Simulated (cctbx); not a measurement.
# What is wrong with this refinement?

Cell a = 6.8140 Å, b = 7.2110 Å, c = 18.7030 Å, α = 90.00°, β = 90.00°, γ = 90.00°; space group P2_12_12_1 (no. 19). The compound is CsYGeSe4.

Simulated single-crystal data (cctbx): Mo Kα, λ = 0.71073 Å, to d = 0.75 Å, 80 % of the full sphere, strongest reflection 20000 counts, noise from counting, a 6 % proportional error and a noise floor of 15 counts (s.d.); no absorption, and some extinction, which the refinements don't model.

An anisotropic refinement with weights 1/σ² prints:

```text
Rint 0.043, 118 unique reflections to 2.02 A
cycle     R1     wR2    GooF  max shift (A)
   1  0.0199  0.0450   1.360   0.02314
   3  0.0120  0.0289   0.874   0.00003
final R1 0.0120 wR2 0.0289 GooF 0.874  parameters 63  data/parameter 1.9
atom        x        y        z      Ueq    occ   su(xyz)  su(Uiso or U11)
Cs1    0.00690  0.50452  0.46634   0.0047  1.000  0.00055  0.0040  NPD
Y1     0.78898  0.02312  0.77638   0.0045  1.000  0.00133  0.0066  NPD
Se1    0.60042  0.42549  0.78662   0.0100  1.000  0.00147  0.0077  NPD
Se2    0.90354  0.75915  0.64912   0.0072  1.000  0.00160  0.0125  NPD
Se3    0.94319  0.24632  0.63822   0.0028  1.000  0.00172  0.0149  NPD
Se4    0.56397  0.98850  0.91763   0.0041  1.000  0.00143  0.0060  NPD
Ge1    0.71327  0.49546  0.66480   0.0036  1.000  0.00166  0.0080  NPD
difference map: max 0.13 min -0.10 rms 0.04
Q1    0.1401  0.9769  0.9592    4    0.14  1.73 A from Cs1
Q2    0.9876  0.0733  0.5509    4    0.12  2.08 A from Se3
Q3    0.1908  0.1192  0.6697    4    0.10  2.01 A from Se3
Q4    0.0858  0.7669  0.0843    4    0.09  1.85 A from Se4
Q5    0.1487  0.9512  0.7951    4    0.09  1.24 A from Ge1
Q6    0.1297  0.9213  0.6108    4    0.08  2.06 A from Se2
```

Q: Accept it or mend it, and why?

Mend it. The fault: data cut at low resolution. Against the right model at the same level, R1 goes from 0.0228 to 0.0120 and GooF from 0.92 to 0.87 and Cs1, Y1, Se1, Se2, Se3, Se4 and Ge1 go non-positive-definite. The atoms are right, but there are too few data for the parameters: R1 flatters and the s.u.s grow. Data per parameter fall from 36.2 to 1.9.

The compound is CsYGeSe4. The right model at the same level gives:

```text
Rint 0.052, 2282 unique reflections to 0.75 A
cycle     R1     wR2    GooF  max shift (A)
   1  0.0301  0.0713   1.252   0.00265
   2  0.0228  0.0526   0.923   0.00000
final R1 0.0228 wR2 0.0526 GooF 0.923  parameters 63  data/parameter 36.2
atom        x        y        z      Ueq    occ   su(xyz)  su(Uiso or U11)
Cs1    0.00620  0.50371  0.46609   0.0066  1.000  0.00006  0.0001
Y1     0.78740  0.02450  0.77634   0.0097  1.000  0.00008  0.0002
Se1    0.59951  0.42335  0.78589   0.0120  1.000  0.00009  0.0003
Se2    0.90515  0.75699  0.64846   0.0103  1.000  0.00009  0.0003
Se3    0.94402  0.24455  0.63833   0.0098  1.000  0.00009  0.0002
Se4    0.56393  0.98830  0.91813   0.0083  1.000  0.00010  0.0002
Ge1    0.71452  0.49582  0.66449   0.0106  1.000  0.00011  0.0003
Flack x: -0.006(12)
Hooft y: -0.002(12)  Bijvoet pairs: 935
difference map: max 1.10 min -0.85 rms 0.23
Q1    0.2417  0.0108  0.4785    4    1.15  2.08 A from Cs1
Q2    0.0580  0.5042  0.3372    4    1.14  1.53 A from Se1
Q3    0.0023  0.0189  0.7421    4    0.97  1.60 A from Y1
Q4    0.1341  0.9948  0.6084    4    0.86  2.29 A from Se3
Q5    0.1521  0.8802  0.3631    4    0.80  1.12 A from Ge1
Q6    0.1370  0.3098  0.6222    4    0.80  1.43 A from Se3
```

This is a model crystal, built by substitution and not relaxed, with assumed displacement parameters.

[Middle refinement cycles are left out of these outputs.]

[Logs are printed without paths, hosts, clocks, repeated set-up lines and the standing remarks that a program may print on its own settings, such as how far it seeks lower states.]
